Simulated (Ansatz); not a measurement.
# Li5Y (built on the sites of a database entry of LaCu5): from the cell to its phonons

How does Li5Y (built on the sites of a database entry of LaCu5) vibrate, and is this structure a minimum?

Method: DFT r2SCAN, scalar-relativistic, plane waves, PAW, in Ansatz 0.2.0.

The structure was built from a prototype and need not be the compound's stable phase.

## 1. Starting point

It takes space group P6/mmm (No. 191, hexagonal). Conventional cell: a = 4.913 Å, b = 4.913 Å, c = 3.903 Å, α = 90.00°, β = 90.00°, γ = 120.00°. Nearest to Y lie 18 Li at 2.84 to 3.14 Å. Li has 8 Li at 2.41 to 2.46 Å and 4 Y at 3.14 Å nearest. Li has 9 Li at 2.41 to 2.84 Å and 3 Y at 2.84 Å nearest. Farther neighbours are not listed.

## 2. Coarse relaxation

The start is far from rest, so a relaxation with loose tolerances brings it close first.

The input, input.yaml:

```yaml
crystal:
  lattice:
    - [4.91326, 0.0, 0.0]
    - [-2.45663, 4.25501, 0.0]
    - [0.0, 0.0, 3.90264]
  atoms:
    - { symbol: "Y", position: [0.0, 0.0, 0.0] }
    - { symbol: Li, position: [0.0, 0.5, 0.5] }
    - { symbol: Li, position: [0.33333333, 0.66666667, 0.0] }
    - { symbol: Li, position: [0.66666667, 0.33333333, 0.0] }
    - { symbol: Li, position: [0.5, 0.0, 0.5] }
    - { symbol: Li, position: [0.5, 0.5, 0.5] }
kpoints:
  mp_grid: { grid: [6, 6, 6] }
hamiltonian:
  xc: r2scan
scf:
  occupations: { method: gaussian, width: 0.1 }
output:
  forces: true
  stress: true
  eigenvalues: true
relax:
  adjacent_minimum: "off"
  f_tol: 0.05
  max_steps: 80
  cell: { stress_tol: 0.5 }
```

Run with:

```sh
$ ansatz run input.yaml --threads 8 --pin off --max-ram 14336MiB --backend cpu --events-out ev --progress --plain --runs-dir out
```

Numbers of over 12 decimals in the logs are rounded to 6 here.

Log:

```text
The last accepted step is kept in <dir> (removed where the run ends without a failure and the disk answers)
Engine: ansatz 0.2.0, x86_64-unknown-linux-gnu
Pseudopotentials: kind: paw
Pseudopotential: Y, paw, valence charge 11, recommended cutoff 500 eV (meta_gga), Y.paw.azcp
Pseudopotential: Li, paw, valence charge 3, recommended cutoff 500 eV (meta_gga), Li.paw.azcp
Functional definition: r2SCAN
  parameter k0 = 0.174
[...]
- [5.900335, 0, -3.071744468594884e-17]
    - [-2.950168, 5.109840, 1.535872234297442e-17]
    - [-2.4399095470004494e-17, 0.0, 4.437205]
  atoms:
    - { symbol: Y, position: [0, 0, 0.0] }
    - { symbol: Li, position: [-2.5687973085154506e-17, 0.500000, 0.500000] }
    - { symbol: Li, position: [0.333333, 0.666667, 0] }
    - { symbol: Li, position: [0.666667, 0.333333, 0] }
    - { symbol: Li, position: [0.5, 0, 0.500000] }
    - { symbol: Li, position: [0.5, 0.500000, 0.500000] }
[key lines of the parts left out:]
SCF converged after 6 iterations
Free energy (F): -4884.643399 eV
Fermi energy:    3.114522 eV
P = ⅓ Tr σ = -0.0278 GPa (-0.278 kbar)
```

Elapsed: 10 s, on 8 threads of AMD EPYC 7R43, shared host; peak memory 0.89 GiB; 68 s of CPU time.

Step by step:

```csv
step,energy less that of the first step (eV),largest force component (eV/Å),pressure (GPa),volume (Å³)
1,0.0000,0.0000,23.80,81.59
2,-1.3902,0.0000,13.46,93.84
3,-2.1937,0.0000,6.81,106.86
4,-2.5760,0.0000,2.64,120.15
5,-2.6726,0.0000,0.73,128.94
6,-2.6827,0.0000,-0.05,133.78
7*,-2.6901,0.0000,-0.03,133.78
```

Relaxation steps marked * repeat the geometry before them on a plane-wave basis chosen anew for their cell, so energy and pressure can jump there.

The run keeps the 24 symmetry operations that it works with, so distortions that break them were not tested.

```csv
cell as run,before,after,change
a (Å),4.913,5.900,+20.1 %
b (Å),4.913,5.900,+20.1 %
c (Å),3.903,4.437,+13.7 %
volume (Å³/atom),13.60,22.30,+64.0 %
```

The relaxed structure:

```
Y Li
1.0
     5.90034    0.00000    0.00000
    -2.95017    5.10984    0.00000
     0.00000    0.00000    4.43720
Y Li
1 5
Direct
  0.00000 0.00000 0.00000
  0.00000 0.50000 0.50000
  0.33333 0.66667 0.00000
  0.66667 0.33333 0.00000
  0.50000 0.00000 0.50000
  0.50000 0.50000 0.50000
```

Numbers from this step:

- pressure: -0.02781 GPa
- volume per atom: 22.30 Å³
- gap on the k-mesh: 0 eV

In this step the volume went from 13.60 to 22.30 Å³/atom.

## 3. Relaxation

Harmonic phonons are second derivatives at a point where the forces vanish, and they are wanted at zero stress, so atoms and cell are relaxed first.

The input, input.yaml:

```yaml
crystal:
  lattice:
    - [5.9003350766, 0.0, 0.0]
    - [-2.9501675383, 5.1098400672, 0.0]
    - [0.0, 0.0, 4.4372049186]
  atoms:
    - { symbol: "Y", position: [0.0, 0.0, 0.0] }
    - { symbol: Li, position: [0.0, 0.5, 0.5] }
    - { symbol: Li, position: [0.3333333333, 0.6666666667, 0.0] }
    - { symbol: Li, position: [0.6666666667, 0.3333333333, 0.0] }
    - { symbol: Li, position: [0.5, 0.0, 0.5] }
    - { symbol: Li, position: [0.5, 0.5, 0.5] }
kpoints:
  mp_grid: { grid: [9, 9, 8] }
hamiltonian:
  xc: r2scan
scf:
  occupations: { method: gaussian, width: 0.1 }
output:
  forces: true
  stress: true
  eigenvalues: true
relax:
  adjacent_minimum: "off"
  f_tol: 0.005
  max_steps: 80
  cell: { stress_tol: 0.05 }
```

Log:

```text
[...]
Crystal: 6 atoms, lattice volume = 133.781 Å³
Basis set: ecut = 500 eV, 3437 PW (Γ), exchange–correlation on 180×180×144 points (64 copies of the dense FFT grid, shifted against one another)
Bands: 19, of which v1, the nominal top of the filled ones, is band 13 counted from 1 (12 counted from 0)
Symmetry: 24 space group operations
[...]
k-points: 60 of 648
[...]
cell:  # Å, volume = 133.6429 Å³
    - [5.839673, 0, 0]
    - [-2.919836, 5.057305, 0]
    - [0, 0, 4.525203]
  atoms:
    - { symbol: Y, position: [0, 0, 0] }
    - { symbol: Li, position: [0, 0.500000, 0.5] }
    - { symbol: Li, position: [0.333333, 0.666667, 0.0] }
    - { symbol: Li, position: [0.666667, 0.333333, 0] }
    - { symbol: Li, position: [0.500000, 0, 0.5] }
    - { symbol: Li, position: [0.500000, 0.500000, 0.5] }
[key lines of the parts left out:]
SCF converged after 6 iterations
Free energy (F): -4884.658549 eV
Fermi energy:    3.128481 eV
P = ⅓ Tr σ = 0.0093 GPa (0.093 kbar)
```

It took 14 s on 8 threads; peak memory 0.98 GiB; 94 s of CPU time.

Step by step:

```csv
step,energy less that of the first step (eV),largest force component (eV/Å),pressure (GPa),volume (Å³)
1,0.0000,0.0000,-0.04,133.78
2,-0.0031,0.0000,0.02,133.43
3,-0.0047,0.0000,-0.03,133.92
4,-0.0048,0.0000,0.01,133.64
5*,-0.0048,0.0000,0.01,133.64
```

Relaxation steps marked * repeat the geometry before them on a plane-wave basis chosen anew for their cell, so energy and pressure can jump there.

The run keeps the 24 symmetry operations that it works with, so distortions that break them were not tested.

```csv
"conventional cell, symmetrised",before,after,change
a (Å),5.900,5.840,-1.0 %
b (Å),5.900,5.840,-1.0 %
c (Å),4.437,4.525,+2.0 %
volume (Å³/atom),22.30,22.27,-0.1 %
```

Final coordinates:

```xyz
6
Lattice="5.8397 0.0000 0.0000 -2.9198 5.0573 0.0000 0.0000 0.0000 4.5252" Properties=species:S:1:pos:R:3 pbc="T T T"
Y     0.0000    0.0000    0.0000
Li   -1.4599    2.5287    2.2626
Li    0.0000    3.3715    0.0000
Li    2.9198    1.6858    0.0000
Li    2.9198    0.0000    2.2626
Li    1.4599    2.5287    2.2626
```

Numbers from this step:

```yaml
pressure: 0.009267 GPa
volume_per_atom: 22.27 Å³
```

In this step the volume went from 22.30 to 22.27 Å³/atom.

## 4. Relaxing to small forces for the phonons

Phonons need a cell at rest on their own settings, so the relaxation is repeated with tight tolerances on forces and stress on the k mesh and occupations of the first response run.

The input, input.yaml:

```yaml
crystal:
  lattice:
    - [5.8396727072, 0.0, 0.0]
    - [-2.9198363536, 5.0573049142, 0.0]
    - [0.0, 0.0, 4.5252032763]
  atoms:
    - { symbol: "Y", position: [0.0, 0.0, 0.0] }
    - { symbol: Li, position: [0.0, 0.5, 0.5] }
    - { symbol: Li, position: [0.3333333333, 0.6666666667, 0.0] }
    - { symbol: Li, position: [0.6666666667, 0.3333333333, 0.0] }
    - { symbol: Li, position: [0.5, 0.0, 0.5] }
    - { symbol: Li, position: [0.5, 0.5, 0.5] }
kpoints:
  mp_grid: { grid: [10, 10, 8] }
hamiltonian:
  xc: r2scan
scf:
  occupations: { method: methfessel_paxton, width: 0.2 }
output:
  forces: true
  stress: true
  eigenvalues: true
relax:
  adjacent_minimum: "off"
  f_tol: 0.001
  max_steps: 60
  cell: { stress_tol: 0.01 }
```

Log:

```text
[...]
Crystal: 6 atoms, lattice volume = 133.643 Å³
Basis set: ecut = 500 eV, 3425 PW (Γ), exchange–correlation on 180×180×144 points (64 copies of the dense FFT grid, shifted against one another)
Bands: 19, of which v1, the nominal top of the filled ones, is band 13 counted from 1 (12 counted from 0)
Symmetry: 24 space group operations
[...]
k-points: 70 of 800
[...]
cell:  # Å, volume = 133.6703 Å³
    - [5.846638, 0.0, 0.0]
    - [-2.923319, 5.063337, 0.0]
    - [0.0, 0.0, 4.515356]
  atoms:
    - { symbol: Y, position: [0, 0, 0.0] }
    - { symbol: Li, position: [-2.7755575615628914e-17, 0.500000, 0.500000] }
    - { symbol: Li, position: [0.333333, 0.666667, 0.0] }
    - { symbol: Li, position: [0.666667, 0.333333, 0.0] }
    - { symbol: Li, position: [0.5, 0, 0.500000] }
    - { symbol: Li, position: [0.5, 0.500000, 0.500000] }
[key lines of the parts left out:]
SCF converged after 6 iterations
Free energy (F): -4884.646165 eV
Fermi energy:    3.122078 eV
P = ⅓ Tr σ = 0.0035 GPa (0.035 kbar)
```

The job ended after 14 s (8 threads; peak memory 0.97 GiB; 95 s of CPU time).

Step by step:

```csv
step,energy less that of the first step (eV),largest force component (eV/Å),pressure (GPa),volume (Å³)
1,0.0000,0.0000,0.01,133.64
2,0.0000,0.0000,0.00,133.72
3,-0.0001,0.0000,0.00,133.67
4*,-0.0001,0.0000,0.00,133.67
```

Relaxation steps marked * repeat the geometry before them on a plane-wave basis chosen anew for their cell, so energy and pressure can jump there.

The run keeps the 24 symmetry operations that it works with, so distortions that break them were not tested.

```csv
"conventional cell, symmetrised",before,after,change
a (Å),5.840,5.847,+0.1 %
b (Å),5.840,5.847,+0.1 %
c (Å),4.525,4.515,-0.2 %
volume (Å³/atom),22.27,22.28,+0.0 %
```

Final coordinates:

```cif
data_structure
_symmetry_space_group_name_H-M 'P 1'
_symmetry_Int_Tables_number 1
_cell_length_a 5.8466
_cell_length_b 5.8466
_cell_length_c 4.5154
_cell_angle_alpha 90.000
_cell_angle_beta 90.000
_cell_angle_gamma 120.000
_cell_volume 133.67
loop_
_atom_site_label
_atom_site_type_symbol
_atom_site_fract_x
_atom_site_fract_y
_atom_site_fract_z
_atom_site_occupancy
Y1 Y 0.00000 0.00000 0.00000 1
Li2 Li 0.00000 0.50000 0.50000 1
Li3 Li 0.33333 0.66667 0.00000 1
Li4 Li 0.66667 0.33333 0.00000 1
Li5 Li 0.50000 0.00000 0.50000 1
Li6 Li 0.50000 0.50000 0.50000 1
```

This step gave:

- pressure: 0.003497 GPa
- volume per atom: 22.28 Å³

The forces vanish by symmetry and the pressure is 0.003 GPa, within the tolerances set. The cell now holds 22.28 Å³/atom.

## 5. Modes at Γ

The zone centre is the only wavevector solved here; it holds the modes that light can see, as far as symmetry allows. No field response is asked, since the mesh shows no gap.

input.yaml: that of step 4 with these lines changed.

```diff
@@ -2,5 +2,5 @@
   lattice:
-    - [5.8396727072, 0.0, 0.0]
-    - [-2.9198363536, 5.0573049142, 0.0]
-    - [0.0, 0.0, 4.5252032763]
+    - [5.846637875, 0.0, 0.0]
+    - [-2.9233189375, 5.0633369265, 0.0]
+    - [0.0, 0.0, 4.5153555569]
   atoms:
@@ -19,9 +19,4 @@
 output:
-  forces: true
-  stress: true
   eigenvalues: true
-relax:
-  adjacent_minimum: "off"
-  f_tol: 0.001
-  max_steps: 60
-  cell: { stress_tol: 0.01 }
+phonons:
+  method: dfpt
```

Log:

```text
[...]
Crystal: 6 atoms, lattice volume = 133.670 Å³
Basis set: ecut = 500 eV, 3425 PW (Γ), exchange–correlation on 270×270×216 points (216 copies of the dense FFT grid, shifted against one another)
Bands: 19, of which v1, the nominal top of the filled ones, is band 13 counted from 1 (12 counted from 0)
Symmetry: 24 space group operations
k-points: 404 of 800 (irreducible under 1 space group operation, time reversal used)
[...]
SCF iter   1: F=—  HF=-4884.643790 eV  |F-HF|=—  |Δ(HF+E_count)|=         —  Δρ=4.00e-3  dr2=3.23e-2  dr2_τ=5.94e-3  ethr=1.77e-3  ⟨swp⟩=4.6  Hψ=34537  notcnv=0
[...]
SCF iter  10: F=-4884.646165 eV  HF=-4884.646165 eV  |F-HF|=0.00e0  |Δ(HF+E_count)|=  5.46e-12  S|Δr|=    0.00e0  Δρ=2.08e-8  dr2=7.59e-13  dr2_τ=5.72e-14  ethr=1.00e-12  ⟨swp⟩=5.1  Hψ=28303  notcnv=0
the search or the solves at the SCF's close seem to have found levels that the self-consistency loop had missed (the run counts 3). By its estimate they hold under 1e-12 electrons; where the run keeps them, the occupations were computed again with them
SCF 1 converged in 10 iterations: F = -4884.646165 eV  dr2 = 7.59e-13
[...]
DFPT response loops at Γ: preconditioner auto → Kerker (q_TF=auto, 2.077 Å⁻¹) (partly filled bands, converged f_vac=0.000); β = 1.00, the filter's whole step (`scf.mixing.beta` (0.50) is not read by the response loops under this deck's `scf.mixing.preconditioner`; to damp them name `kerker` or `kerker_dos`, under which they read `scf.mixing.beta`, and type it under 1.00, their step now; both keys bind the ground state too); Broyden in place of MSR1
SCF converged after 10 iterations
[...]
Free energy (F): -4884.646165 eV
[...]
Internal energy: -4884.646384 eV  (E = F + TS)
E sigma→0 (E₀):  -4884.646220 eV
Entropy (-TS):   0.000218 eV (0.036 meV/atom)
Fermi energy:    3.122077 eV
[...]
--- Band table (eV; the first three rows and the last of 404) ---
  k-point 0: bands = [... 9 lower, -1.0953, 2.8224, 2.8224, 3.4292, 3.6026, 3.9062, 3.9062, 4.4037, ... 2 higher]
  k-point 1: bands = [... 9 lower, -0.9856, 2.8524, 2.8524, 3.1519, 3.6217, 3.7812, 3.7812, 4.3945, ... 2 higher]
  k-point 2: bands = [... 9 lower, -0.6649, 2.3614, 2.9282, 2.9282, 3.5494, 3.5494, 3.6698, 4.7756, ... 2 higher]
  k-point 403: bands = [... 9 lower, 1.4633, 1.5163, 1.9422, 2.0731, 3.2100, 3.8330, 3.8938, 4.1138, ... 2 higher]
--- Phonons (Γ-DFPT): 6 representative perturbations + reference, on 404 of 800 k-points (Σ response iterations 38) ---
  k mesh reduced under 1 symmetry operation, with k and −k counted as one. Each operation leaves every solved perturbation unchanged. A smaller set is not considered because the functional reads the kinetic-energy density
  ASR residual: 4.461e-4 → 0.000e0 eV/Å²; symmetrization residual: 1.614e-6 eV/Å²
  ASR residual per site (eV/Å²): 3.32e-5 4.13e-4 4.39e-4 4.39e-4 4.46e-4 4.13e-4
  Γ frequencies (cm⁻¹): 0.00 0.00 0.00 31.16 89.86 142.13 142.13 223.03 223.03 268.77 268.77 293.34 293.34 313.19 313.19 341.40 408.29 420.42
  non-analytic LO–TO correction: not included (Born effective charges unavailable; polar crystals: no LO–TO splitting at Γ)
```

Wall time 7.8 min (8 threads); peak memory 7.4 GiB.

Numbers from this step:

```yaml
sum_rule_residual_before_enforcement: 4.46e-4 eV/Å²
point_group: 6/mmm
highest_optical_mode_at_the_zone_centre_no_lo_to_term: 420.4 cm⁻¹
lowest_optical_zone_centre_mode: 31.16 cm⁻¹
```

Patterns of degenerate modes are one choice out of their space. The modes at Γ (shares of kinetic energy by element, %):

```csv
mode,frequency (cm⁻¹),symmetry,Y %,Li %
1,0.0,acoustic,72,28
2,0.0,acoustic,72,28
3,0.0,acoustic,72,28
4,31.2,B1u,0,100
5,89.9,A2u,28,72
6,142.1,E1u,22,78
7,142.1,E1u,22,78
8,223.0,E1u,4,96
9,223.0,E1u,4,96
10,268.8,E2g,0,100
11,268.8,E2g,0,100
12,293.3,E2u,0,100
13,293.3,E2u,0,100
14,313.2,E1u,2,98
15,313.2,E1u,2,98
16,341.4,B1g,0,100
17,408.3,B2u,0,100
18,420.4,A2u,0,100
```

Displacements in mode 4 (31.2 cm⁻¹), the largest set to 1:
```
Y1   0.00  0.00  0.00
Li2 -0.50  0.87  0.00
Li3  0.00  0.00  0.00
Li4  0.00  0.00  0.00
Li5  1.00  0.00  0.00
Li6 -0.50 -0.87  0.00
```

Displacements in mode 10 (268.8 cm⁻¹), the largest set to 1:
```
Y1   0.00  0.00  0.00
Li2  0.00  0.00  0.00
Li3  1.00  0.58  0.00
Li4 -1.00 -0.58  0.00
Li5  0.00  0.00  0.00
Li6  0.00  0.00  0.00
```

Before it was imposed, the acoustic sum rule was missed by 4.5e-4 eV/Å². Small misses are needed for a sound result but don't prove that mesh and cutoff are converged. The lowest optical mode is real, 31.2 cm⁻¹.

## 6. Another isotope

An isotope changes the mass and not the force constants, so no new electronic calculation is needed; the shifts show which modes move this element.

The same force constants with the mass of Li changed from 6.940 to 6.015 u (phonopy, no LO-TO term). Both lists are sorted by frequency; levels can cross, so a row need not hold one and the same mode. Modes under 3 cm⁻¹ are left out. Isotope shifts, by row:

```csv
q,rank,natural mass (cm⁻¹),changed mass (cm⁻¹)
0 0 0,4,31.16,33.47
0 0 0,5,89.86,94.71
0 0 0,6,142.1,150.3
0 0 0,7,142.1,150.3
0 0 0,8,223,239
0 0 0,9,223,239
0 0 0,10,268.8,288.7
0 0 0,11,268.8,288.7
0 0 0,12,293.3,315.1
0 0 0,13,293.3,315.1
0 0 0,14,313.2,336
0 0 0,15,313.2,336
0 0 0,16,341.4,366.7
0 0 0,17,408.3,438.6
0 0 0,18,420.4,451.5
```

A mode of this element alone would shift by +7.41 %. The highest zone-centre frequency without the field goes from 420.4 to 451.5 cm⁻¹ (+7.4 %). The product of the frequency ratios over all optical modes at Γ is 2.761; the product rule, (m/m′)^(3k/2) (M′/M)^(3/2) with k = 5 such atoms and M the mass of the cell, gives 2.761.

## 7. Results

| Item | Value |
| --- | --- |
| space group after relaxation (within 0.01 Å) | P6/mmm |
| volume per atom | 22.3 Å³ |
| electronic character | no gap on this mesh |
| highest optical mode at the zone centre (no LO-TO term) | 420 cm⁻¹ |
| lowest optical zone-centre mode | 31.2 cm⁻¹ |
| imaginary modes at Γ (the only wavevector solved) | none |

**Reading.** The structure is stable against zone-centre distortions, since no mode there is imaginary; other wavevectors were not solved, so zone-boundary instabilities are untested. The optical modes at Γ span 31 to 420 cm⁻¹. No dispersion was computed. The highest mode in this list at Γ, 420.4 cm⁻¹, is mostly motion of Li (100 % of the kinetic energy). With no gap, or one that is small against the smearing, the frequencies hang on the k mesh and the smearing, most of all near Kohn anomalies. The starting cell was built on a prototype and not taken from a measurement, so the phase need not exist. These are harmonic frequencies at zero temperature: anharmonic shifts, linewidths and thermal expansion are left out.

[Logs are printed without paths, hosts, clocks, repeated set-up lines and the standing remarks that a program may print on its own settings, such as how far it seeks lower states.]

[Hosts, paths, dates, database ids (printed as entryN), source tags and the programs' standing remarks are cut or masked in the printed files.]
